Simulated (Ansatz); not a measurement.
# Lattice dynamics of K(110) slab, 3 layers

How does K(110) slab, 3 layers vibrate, and is this structure a minimum?

Main program and level: Ansatz 0.2.0; DFT LDA, scalar-relativistic, plane waves, PAW; PAW set soft_1.

**1. The structure**

The cell holds 3 atoms: 3 K. Cell: a = 4.547 Å, b = 4.547 Å, c = 20.425 Å, α = 90.0°, β = 90.0°, γ = 70.5°. It derives from K. Vacuum lies along c.

**2. Relaxation**

Harmonic phonons are second derivatives at a point where the forces vanish, and they are wanted at zero stress, so atoms and cell are relaxed first.

The program solves this slab on a cell height of its own, 38.6 Å, in place of the one typed.

The input, input.yaml:

```yaml
crystal:
  lattice:
    - [2.625, 3.71231, 0.0]
    - [-2.625, 3.71231, 0.0]
    - [0.0, 0.0, 20.42462]
  atoms:
    - { symbol: K, position: [0.0, 0.0, 0.318243] }
    - { symbol: K, position: [0.5, 0.5, 0.5] }
    - { symbol: K, position: [0.0, 0.0, 0.681757] }
  periodic: [true, true, false]
kpoints:
  mp_grid: { grid: [10, 10, 1] }
hamiltonian:
  xc: lda
  pseudopotentials: { kind: paw, azcp: { folder: soft_1 }, xc_functional: pbe }
scf:
  occupations: { method: gaussian, width: 0.1 }
output:
  forces: true
  stress: true
  eigenvalues: true
  write_density: true
  write_potential: true
  elf: true
  volumetric_format: npy
relax:
  adjacent_minimum: "off"
  f_tol: 0.005
  max_steps: 80
  cell: { stress_2d_tol: 0.02 }
```

Command:

```sh
> ansatz run input.yaml --threads 4 --pin off --max-ram 16384MiB --backend cpu --events-out ev --progress --plain --runs-dir out
```

Numbers of over 12 decimals in the logs are rounded to 6 here.

Log:

```text
Warning: crystal.periodic: the lattice vector that does not repeat stood 0.000° off the slab's normal, 20.425 Å along it as the deck builds it. The run solves the slab on a vector along the normal, 38.649 Å long, with every atom where it was (on the deck's vector they left 13.00 Å outside them, and the widest stretch free of ions among them is 3.71 Å). A fractional position that the run reports is one of the run's ce [...]
crystal.periodic: the lattice vector that does not repeat stood 0.000° off the slab's normal, 20.425 Å along it as the deck builds it. The run solves the slab on a vector along the normal, 38.649 Å long, with every atom where it was (on the deck's vector they left 13.00 Å outside them, and the widest stretch free of ions among them is 3.71 Å). A fractional position that the run reports is one of the run's cell, which [...]
Engine: ansatz 0.2.0, aarch64-unknown-linux-gnu
Pseudopotentials: kind: paw
Pseudopotential: K, paw, valence charge 9, recommended cutoff 420 eV (normal), soft_1/K.paw.azcp
Functional definition: SPW92
  exchange = slater_x
  correlation = pw_c
Crystal: 3 atoms, lattice volume = 753.260 Å³
Basis set: ecut = 420 eV, 14809 PW (Γ)
Bands: 18, of which v1, the nominal top of the filled ones, is band 14 counted from 1 (13 counted from 0)
Symmetry: 8 space group operations
Space group: Cmmm (ITA 65), of the structure as read, at distance tolerance 9.1e-5 Å
k-points: 31 of 100
Non-local potential: K, projectors of the file, l = 0: 3, l = 1: 2, l = 2: 2
PAW form: soft (Blöchl's): semilocal exchange-correlation on the pseudo side does not see the compensation charge
PAW frozen core: K, regenerated for the run's functional, and the local potential with it (the file was generated under x = pbe(κ = 0.804, μ = 0.219515), c = pbe(β = 0.066725))
PAW one-centre angular grid: K, 110 points (default); XC on 64 Gauss nodes
Initial density: superposition of atomic densities (neutral atoms: chi_scale 0, normalization atom)
Initial wavefunctions: pseudopotential atomic-orbital guess
Functional: x = slater, c = lda
iter 1 solved again at ethr=2.96e-3 eV; its pass at ethr=3.10e-3 eV (dr2=7.98e-1 eV) is discarded
SCF iter   1: F=—  HF=-4488.543343 eV  |F-HF|=—  |Δ(HF+E_count)|=         —  Δρ=2.99e-3  dr2=8.14e-1  ethr=2.96e-3  ⟨swp⟩=1.1  Hψ=5204  notcnv=0
preconditioner: auto → LDOS  [metal: Δε(μ)=0.009 eV  Ē_g=2.151 eV  σ=0.100 eV  W_gap=0.05  n_scr=46 (ndim 8)  ℏωp=2.3 eV  f_vac=0.647  D(μ)=3.46/eV (n_scr^D=10)  β→1.0]
SCF iter   2: F=—  HF=-4488.418952 eV  |F-HF|=—  |Δ(HF+E_count)|=   1.24e-1  Δρ=2.09e-3  dr2=4.92e-2  ethr=2.96e-3  ⟨swp⟩=3.5  Hψ=1053  notcnv=0
SCF iter   3: F=—  HF=-4488.412179 eV  |F-HF|=—  |Δ(HF+E_count)|=   6.77e-3  Δρ=1.47e-3  dr2=2.15e-2  ethr=1.82e-4  ⟨swp⟩=2.2  Hψ=1147  notcnv=0
SCF iter   4: F=—  HF=-4488.405935 eV  |F-HF|=—  |Δ(HF+E_count)|=   6.24e-3  Δρ=1.85e-4  dr2=6.97e-4  ethr=7.97e-5  ⟨swp⟩=2.8  Hψ=1145  notcnv=0
SCF iter   5: F=—  HF=-4488.405933 eV  |F-HF|=—  |Δ(HF+E_count)|=   2.47e-6  Δρ=1.18e-4  dr2=1.94e-4  ethr=2.58e-6  ⟨swp⟩=2.0  Hψ=861  notcnv=0
SCF iter   6: F=—  HF=-4488.405897 eV  |F-HF|=—  |Δ(HF+E_count)|=   3.55e-5  Δρ=2.15e-5  dr2=9.98e-6  ethr=7.19e-7  ⟨swp⟩=2.0  Hψ=874  notcnv=0
SCF iter   7: F=—  HF=-4488.405965 eV  |F-HF|=—  |Δ(HF+E_count)|=   6.77e-5  Δρ=3.32e-6  dr2=5.37e-7  ethr=3.70e-8  ⟨swp⟩=2.8  Hψ=882  notcnv=0
iter 8 did not close the SCF: its close was put off until two iterations running show no level that it waits for move by more than its bar (scf_convergence_deferred on its scf_iter line)
SCF iter   8: F=-4488.405965 eV  HF=-4488.405965 eV  |F-HF|=2.14e-8  |Δ(HF+E_count)|=   1.23e-7  Δρ=9.69e-7  dr2=3.78e-8  ethr=3.70e-10  ⟨swp⟩=16.6  Hψ=4893  notcnv=0
iter 9 did not close the SCF: its close was put off until two iterations running show no level that it waits for move by more than its bar (scf_convergence_deferred on its scf_iter line)
SCF iter   9: F=-4488.405965 eV  HF=-4488.405965 eV  |F-HF|=2.54e-9  |Δ(HF+E_count)|=   1.53e-9  Δρ=3.63e-7  dr2=3.98e-9  ethr=1.40e-10  ⟨swp⟩=6.4  Hψ=3108  notcnv=0
SCF iter  10: F=-4488.405965 eV  HF=-4488.405965 eV  |F-HF|=1.46e-11  |Δ(HF+E_count)|=  2.86e-10  Δρ=7.96e-8  dr2=8.44e-11  ethr=1.47e-11  ⟨swp⟩=5.6  Hψ=2979  notcnv=0
SCF 1 converged in 10 iterations: F = -4488.405965 eV  dr2 = 8.44e-11
  greatest PAW one-centre occupation: 0.986 electrons in one spin orbital (limit 2), on the K atom at site 2 (counted from 0), in its partial waves of l = 0
relax step   1: F+E_penalty+E_count = -4488.40596507 eV  Δ(F+E_penalty+E_count) = +0.000e0 eV  max|allowed force component| = 5.468e-2 eV/Å  Δτ_max = 0.0000 Å  P = -0.616 N/m  Ω = 753.260 Å³  fix = [c, alpha, beta]  reactions: c +0.000 N/m  (10 SCF iters, dr2 threshold 1.00e-7 eV, accepted)
Crystal: 3 atoms, lattice volume = 747.056 Å³
Basis set: ecut = 420 eV, 14701 PW (Γ)
Initial density: handed on by an earlier stage of this run
Initial wavefunctions: those handed on with the density
iter 1 solved again at ethr=2.11e-6 eV; its pass at ethr=3.10e-3 eV (dr2=5.71e-4 eV) is discarded
SCF iter   1: F=—  HF=-4488.414558 eV  |F-HF|=—  |Δ(HF+E_count)|=         —  Δρ=1.20e-4  dr2=4.37e-4  ethr=2.11e-6  ⟨swp⟩=3.0  Hψ=4442  notcnv=0
preconditioner: auto → LDOS  [metal: Δε(μ)=0.033 eV  Ē_g=2.055 eV  σ=0.100 eV  W_gap=0.18  n_scr=46 (ndim 8)  ℏωp=2.4 eV  f_vac=0.660  D(μ)=3.04/eV (n_scr^D=10)  β→1.0]
SCF iter   2: F=—  HF=-4488.414506 eV  |F-HF|=—  |Δ(HF+E_count)|=   5.23e-5  Δρ=2.26e-5  dr2=2.32e-5  ethr=1.62e-6  ⟨swp⟩=1.2  Hψ=575  notcnv=0
SCF iter   3: F=—  HF=-4488.414568 eV  |F-HF|=—  |Δ(HF+E_count)|=   6.16e-5  Δρ=1.86e-5  dr2=2.53e-6  ethr=8.58e-8  ⟨swp⟩=2.2  Hψ=933  notcnv=0
SCF iter   4: F=-4488.414567 eV  HF=-4488.414567 eV  |F-HF|=2.27e-8  |Δ(HF+E_count)|=   6.89e-7  Δρ=3.24e-6  dr2=1.33e-7  ethr=1.11e-9  ⟨swp⟩=14.8  Hψ=5019  notcnv=0
SCF 2 converged in 4 iterations: F = -4488.414567 eV  dr2 = 1.33e-7
relax step   2: F+E_penalty+E_count = -4488.41456701 eV  Δ(F+E_penalty+E_count) = -8.602e-3 eV  max|allowed force component| = 4.866e-2 eV/Å  Δτ_max = 0.0205 Å  P = -0.578 N/m  Ω = 747.056 Å³  energy of the carried Pulay correction = +1.509e-5 eV  fix = [c, alpha, beta]  reactions: c +0.000 N/m  (4 SCF iters, dr2 threshold 3.00e-7 eV, accepted)
Crystal: 3 atoms, lattice volume = 693.613 Å³
Basis set: ecut = 420 eV, 13633 PW (Γ)
iter 1 solved again at ethr=9.05e-5 eV; its pass at ethr=3.10e-3 eV (dr2=2.44e-2 eV) is discarded
SCF iter   1: F=—  HF=-4488.462750 eV  |F-HF|=—  |Δ(HF+E_count)|=         —  Δρ=8.75e-4  dr2=2.49e-2  ethr=9.05e-5  ⟨swp⟩=1.9  Hψ=5031  notcnv=0
preconditioner: auto → LDOS  [metal: Δε(μ)=0.007 eV  Ē_g=2.139 eV  σ=0.100 eV  W_gap=0.04  n_scr=38 (ndim 8)  ℏωp=2.4 eV  f_vac=0.668  D(μ)=2.62/eV (n_scr^D=10)  β→1.0]
SCF iter   2: F=—  HF=-4488.459500 eV  |F-HF|=—  |Δ(HF+E_count)|=   3.25e-3  Δρ=1.48e-4  dr2=7.50e-4  ethr=9.05e-5  ⟨swp⟩=1.1  Hψ=566  notcnv=0
SCF iter   3: F=—  HF=-4488.459379 eV  |F-HF|=—  |Δ(HF+E_count)|=   1.21e-4  Δρ=9.54e-5  dr2=6.86e-5  ethr=2.78e-6  ⟨swp⟩=2.2  Hψ=943  notcnv=0
SCF iter   4: F=—  HF=-4488.459428 eV  |F-HF|=—  |Δ(HF+E_count)|=   4.92e-5  Δρ=2.35e-5  dr2=5.87e-6  ethr=2.54e-7  ⟨swp⟩=2.0  Hψ=915  notcnv=0
SCF iter   5: F=—  HF=-4488.459428 eV  |F-HF|=—  |Δ(HF+E_count)|=   2.10e-7  Δρ=7.43e-6  dr2=7.72e-7  ethr=2.17e-8  ⟨swp⟩=2.0  Hψ=872  notcnv=0
SCF iter   6: F=-4488.459428 eV  HF=-4488.459428 eV  |F-HF|=1.49e-8  |Δ(HF+E_count)|=   1.34e-7  Δρ=2.67e-6  dr2=6.76e-8  ethr=1.11e-9  ⟨swp⟩=15.8  Hψ=4768  notcnv=0
SCF 3 converged in 6 iterations: F = -4488.459428 eV  dr2 = 6.76e-8
relax step   3: F+E_penalty+E_count = -4488.45942764 eV  Δ(F+E_penalty+E_count) = -4.486e-2 eV  max|allowed force component| = 7.633e-3 eV/Å  Δτ_max = 0.1429 Å  P = -0.172 N/m  Ω = 693.613 Å³  energy of the carried Pulay correction = +1.504e-4 eV  fix = [c, alpha, beta]  reactions: c +0.000 N/m  (6 SCF iters, dr2 threshold 3.00e-7 eV, accepted)
[...]
relax step   4: F+E_penalty+E_count = -4488.46465695 eV  Δ(F+E_penalty+E_count) = -5.229e-3 eV  max|allowed force component| = 2.104e-2 eV/Å  Δτ_max = 0.0021 Å  P = +0.042 N/m  Ω = 669.395 Å³  energy of the carried Pulay correction = +2.151e-4 eV  fix = [c, alpha, beta]  reactions: c +0.000 N/m  (6 SCF iters, dr2 threshold 8.14e-8 eV, accepted)
[...]
relax step   5: F+E_penalty+E_count = -4488.47061572 eV  Δ(F+E_penalty+E_count) = -5.959e-3 eV  max|allowed force component| = 3.936e-3 eV/Å  Δτ_max = 0.0751 Å  P = +0.013 N/m  Ω = 666.963 Å³  energy of the carried Pulay correction = +2.217e-4 eV  fix = [c, alpha, beta]  reactions: c +0.000 N/m  (6 SCF iters, dr2 threshold 2.77e-8 eV, accepted)
[...]
relax step   6: F+E_penalty+E_count = -4488.47113793 eV  Δ(F+E_penalty+E_count) = -5.222e-4 eV  max|allowed force component| = 6.387e-4 eV/Å  Δτ_max = 0.0176 Å  P = +0.009 N/m  Ω = 666.161 Å³  energy of the carried Pulay correction = +2.239e-4 eV  fix = [c, alpha, beta]  reactions: c +0.000 N/m  (6 SCF iters, dr2 threshold 2.97e-9 eV, accepted)
[...]
relax step   7: F+E_penalty+E_count = -4488.47122333 eV  Δ(F+E_penalty+E_count) = -8.539e-5 eV  max|allowed force component| = 6.427e-4 eV/Å  Δτ_max = 0.0075 Å  P = +0.000 N/m  Ω = 666.413 Å³  energy of the carried Pulay correction = +2.232e-4 eV  fix = [c, alpha, beta]  reactions: c +0.000 N/m  (6 SCF iters, dr2 threshold 6.54e-10 eV, accepted)
Initial wavefunctions: pseudopotential atomic-orbital guess (no wavefunctions were taken with the density)
iter 1 solved again at ethr=1.13e-7 eV; its pass at ethr=3.10e-3 eV (dr2=3.05e-5 eV) is discarded
SCF iter   1: F=—  HF=-4488.471021 eV  |F-HF|=—  |Δ(HF+E_count)|=         —  Δρ=2.02e-5  dr2=3.20e-7  ethr=1.13e-7  ⟨swp⟩=5.7  Hψ=6541  notcnv=0
preconditioner: auto → LDOS  [metal: Δε(μ)=0.041 eV  Ē_g=2.142 eV  σ=0.100 eV  W_gap=0.23  n_scr=22 (ndim 8)  ℏωp=2.5 eV  f_vac=0.664  D(μ)=2.33/eV (n_scr^D=8)  β→1.0]
SCF iter   2: F=—  HF=-4488.471125 eV  |F-HF|=—  |Δ(HF+E_count)|=   1.03e-4  Δρ=2.06e-6  dr2=1.82e-8  ethr=1.18e-9  ⟨swp⟩=2.5  Hψ=985  notcnv=0
SCF iter   3: F=—  HF=-4488.471125 eV  |F-HF|=—  |Δ(HF+E_count)|=   4.78e-9  Δρ=7.96e-7  dr2=3.22e-9  ethr=6.73e-11  ⟨swp⟩=2.0  Hψ=984  notcnv=0
SCF iter   4: F=—  HF=-4488.471125 eV  |F-HF|=—  |Δ(HF+E_count)|=   1.12e-9  Δρ=1.42e-7  dr2=9.86e-11  ethr=1.19e-11  ⟨swp⟩=2.1  Hψ=953  notcnv=0
SCF iter   5: F=—  HF=-4488.471125 eV  |F-HF|=—  |Δ(HF+E_count)|=  2.00e-11  Δρ=2.55e-8  dr2=3.74e-12  ethr=1.00e-12  ⟨swp⟩=2.2  Hψ=984  notcnv=0
SCF iter   6: F=-4488.471125 eV  HF=-4488.471125 eV  |F-HF|=1.27e-11  |Δ(HF+E_count)|=  1.82e-11  Δρ=2.65e-9  dr2=7.95e-14  ethr=1.00e-12  ⟨swp⟩=9.3  Hψ=2706  notcnv=0
SCF 8 converged in 6 iterations: F = -4488.471125 eV  dr2 = 7.95e-14
relax step   8: F+E_penalty+E_count = -4488.47112459 eV  Δ(F+E_penalty+E_count) = +9.874e-5 eV  max|allowed force component| = 6.397e-4 eV/Å  Δτ_max = 0.0000 Å  P = -0.001 N/m  Ω = 666.413 Å³  fix = [c, alpha, beta]  reactions: c +0.000 N/m  stress off target by 2.92e-3 N/m on what of the cell is left free  SCF on the basis re-selected at this cell (its energy is not comparable with the rows above)  (6 SCF iters)
basis re-selected at this cell: Δ(F+E_penalty+E_count) = +9.874e-5 eV, ΔP = -0.001 N/m vs the last step (what re-selecting the basis moved, of the pressure what is left beyond the Pulay correction that the steps carried, after the strain that the cell walked since its last selection, with what the two solves' SCF thresholds leave and, on support functions, any second-order correction that the steps lacked; it is no measure of the basis error at this ecutwfc). The dense FFT grid was sized anew with the basis: this SCF ran on 30×30×270 points, the steps before it on 32×32×270, so part of this shift can come from that change (see relax.cell in the input reference). [rest of the remark cut]
SCF converged after 6 iterations
Free energy (F): -4488.471125 eV
Harris-Foulkes:  -4488.471125 eV  (|F-HF|=1.27e-11)
Internal energy: -4488.459496 eV  (E = F + TS)
E sigma→0 (E₀):  -4488.465310 eV
Entropy (-TS):   -0.011629 eV (-3.876 meV/atom)
Fermi energy:    -2.584293 eV
--- Per-component energies (eV) ---
  E_band       = -543.478696
  E_kinetic    = 757.238126
  E_local      = -25820.147370  (includes V_loc(G=0)·N_el)
  E_nonlocal   = 47.825813
  E_hartree    = 12525.194855
  E_xc         = -394.535638
  E_vxc        = -485.361113  (∫ρ·V_xc dr)
  E_paw        = -2229.113877  (= ΣΔE_a)
  E_vpaw       = -93.423868  (= ΣTr[D̂ρ^β])
  E_aug_tail   = -0.000012  (compensation charges beyond the density's cutoff)
  E_ewald      = 10624.306106
  E_core_change = 0.772501  (= ΣΔE_core)
  E_smearing   = -0.011629  (= −TS)
  E_closure    = 0.000000  (closes the sum)
  Σ components = -4488.471125   (vs F -4488.471125, Δ=0.00e0)
--- Forces (eV/Å), atoms counted from 1 ---
  atom   1  K      0.00000000     0.00000000     0.00063967
  atom   2  K      0.00000000     0.00000000     0.00000000
  atom   3  K      0.00000000     0.00000000    -0.00063967
  max |Σ_I F_I| component: 1.08e-19 eV/Å
--- 2D stress c σ (N/m, compression-positive) ---
       -0.002916       0.000000       0.000000
        0.000000       0.001803       0.000000
        0.000000       0.000000       0.000000
  P = ½ c Tr σ = -0.0006 N/m
--- Band table (eV; the first three rows and the last of 31) ---
  k-point 0: bands = [... 10 lower, -17.9805, -17.9613, -4.7450, -4.1283, -3.1770, -1.9547 (-1.9547°), -1.2697, -0.4396]
  k-point 1: bands = [... 10 lower, -17.9864, -17.9654, -4.6315, -4.0176, -3.0683, -1.8899 (-1.8900°), -1.1811, -0.3679]
  k-point 2: bands = [... 10 lower, -18.0055, -17.9719, -4.2991, -3.6944, -2.7527, -1.6980, -0.9299, -0.1660]
  k-point 30: bands = [... 10 lower, -18.0129, -17.9975, -2.1188, -1.8597, -1.5523, -1.5214, -0.9575, -0.7428]
  ° read free of the cell's end (the report's vacuum.weakly_bound_levels)
--- Relaxed structure (7 steps of the walk, 7 accepted, 1 SCFs on fresh bases) ---
  F+E_penalty+E_count = -4488.47112459 eV   max|allowed force component| = 6.397e-4 eV/Å   (the final SCF, on the basis selected at the relaxed cell)
  cell:  # Å, volume = 666.4133 Å³
    - [2.337906, 3.687613, 0.0]
    - [-2.337906, 3.687613, 0.0]
    - [0.0, 0.0, 38.649271]
  atoms:
    - { symbol: K, position: [0, 0, 0.169869] }
    - { symbol: K, position: [0.500000, 0.500000, 0.264230] }
    - { symbol: K, position: [0, 0, 0.358592] }
```

Elapsed: 65 s, on 4 threads of Arm Neoverse V1, shared host; peak memory 1 GiB.

Step by step:

| step | energy less that of the first step (eV) | largest force component (eV/Å) | volume (Å³) |
| --- | --- | --- | --- |
| 1 | 0.0000 | 0.0547 | 753.26 |
| 2 | -0.0086 | 0.0487 | 747.06 |
| 3 | -0.0535 | 0.0076 | 693.61 |
| 4 | -0.0587 | 0.0210 | 669.39 |
| 5 | -0.0647 | 0.0039 | 666.96 |
| 6 | -0.0652 | 0.0006 | 666.16 |
| 7 | -0.0653 | 0.0006 | 666.41 |
| 8* | -0.0652 | 0.0006 | 666.41 |

Relaxation steps marked * repeat the geometry before them on a plane-wave basis chosen anew for their cell, so energy and pressure can jump there.

Forces are held to the 8 operations that the run works with; a distortion that breaks them can't arise in this run.

| cell as run | before | after | change |
| --- | --- | --- | --- |
| a (Å) | 4.547 | 4.366 | -4.0 % |
| b (Å) | 4.547 | 4.366 | -4.0 % |
| γ (°) | 70.53 | 64.75 | -8.2 % |

The atoms that moved most (Å, along periodic axes as changes of fractional coordinates times the final cell, across vacuum about the mean position):

| atom | dx | dy | dz | length |
| --- | --- | --- | --- | --- |
| K1 | 0.000 | 0.000 | 0.065 | 0.065 |
| K3 | 0.000 | 0.000 | -0.065 | 0.065 |

Final coordinates:

```xyz
3
Lattice="2.3379 3.6876 0.0000 -2.3379 3.6876 0.0000 0.0000 0.0000 38.6493" Properties=species:S:1:pos:R:3
K     0.0000    0.0000    6.5653
K     0.0000    3.6876   10.2123
K     0.0000    0.0000   13.8593
```

Numbers from this step:

| Item | Value |
| --- | --- |
| gap on the k-mesh | 0 eV |
| area per atom | 5.748 Å² |

Electrostatic potential energy in the ac plane at fractional y = 0.000, with atoms of K within 0.2 Å of it. With pseudopotentials it is smooth inside the atoms' cores, unlike the true potential.

Ten even steps from '_' (-17 eV) to '@' (0 eV), each cell a mean:
```
@@@@@@@@@@@@@@@@@@@@@@@@@@@@
@@@@@@@@@@@@@@@@@@@@@@@@@@@@
@@@@@@@@@@@@@@@@@@@@@@@@@@@@
@@@@@@@@@@@@@@@@@@@@@@@@@@@@
@@@@@@@@@@@@@@@@@@@@@@@@@@@@
@@@@@@@@@@@@@@@@@@@@@@@@@@@@
@@@@@@@@@@@@@@@@@@@@@@@@@@@@
@@@@@@@@@@@@@@@@@@@@@@@@@@@@
@@@@@@@@@@@@@@@@@@@@@@@@@@@@
@@@@@@@@@@@@@@@@@@@@@@@@@@@@
@@@@@@@@@@@@@@@@@@@@@@@@@@@@
@@@@@@@@@@@@@@@@@@@@@@@@@@@@
@@@@@@@@@@@@@@@@@@@@@@@@@@@@
@@@@@@@@@@@@@@@@@@@@@@@@@@@@
++++**%%%%@@@@@@@@@@%%##**++
____..==##%%@@@@@@%%**--____
%%%%@@@@@@@@@@@@@@@@@@@@%%%%
@@@@@@@@@@@@@@@@@@@@@@@@@@@@
@@@@@@@@@@@@@@@@@@@@@@@@@@@@
....::++##@@@@@@@@%%##==::..
--==++##%%@@@@@@@@%%%%**==--
@@@@@@@@@@@@@@@@@@@@@@@@@@@@
@@@@@@@@@@@@@@@@@@@@@@@@@@@@
@@@@@@@@@@@@@@@@@@@@@@@@@@@@
```
Columns run along a (4.4 Å; values clipped at the 3rd and 97th percentile), rows up along c (38.6 Å). Atoms in or near the plane, at fractional coordinates: K at (0.00, 0.17), K at (0.00, 0.36).

Valence density in the ac plane at fractional y = 0.000, with atoms of K within 0.2 Å of it. It is the smooth field of the valence electrons, not physical close to the nuclei.

Ten steps, logarithmic in the rise over the least value, from '_' (0.0 e/Å³) to '@' (3.0 e/Å³), each cell a mean:
```
____________________________
____________________________
____________________________
____________________________
____________________________
____________________________
____________________________
____________________________
____________________________
____________________________
____________________________
____________________________
____________________________
____________________________
**++--::..__________..::==++
@@@@##++::..........--**%%@@
::..........................
............................
............................
@@@@##==::..........--++%%@@
####++--....______..::==**##
____________________________
____________________________
____________________________
```
Columns run along a (4.4 Å), rows up along c (38.6 Å). Atoms in or near the plane, at fractional coordinates: K at (0.00, 0.17), K at (0.00, 0.36).

ELF in the ac plane at fractional y = 0.000, with atoms of K within 0.2 Å of it. It is the smooth field of the valence electrons, not physical close to the nuclei.

Ten even steps from '0' (0.00) to '9' (0.80), each cell a mean:
```
00000000000000
00000000000000
00000000000000
00000000000000
00000000000000
00000000000000
00000000000000
00000000000000
00000000000000
00000000000000
00000000000000
00000000000000
00000000000000
11112222222111
44311234311234
99961023103799
22223455432222
43222222222234
33233445443323
88741123202688
66521134211356
11112333322111
00000000000000
00000000000000
```
Columns run along a (4.4 Å), rows up along c (38.6 Å). Atoms in or near the plane, at fractional coordinates: K at (0.00, 0.17), K at (0.00, 0.36).

[end of part 1 of 2]

[Logs are printed without paths, hosts, clocks, repeated set-up lines and the standing remarks that a program may print on its own settings, such as how far it seeks lower states.]

[Hosts, paths, dates, database ids (printed as entryN), source tags and the programs' standing remarks are cut or masked in the printed files.]
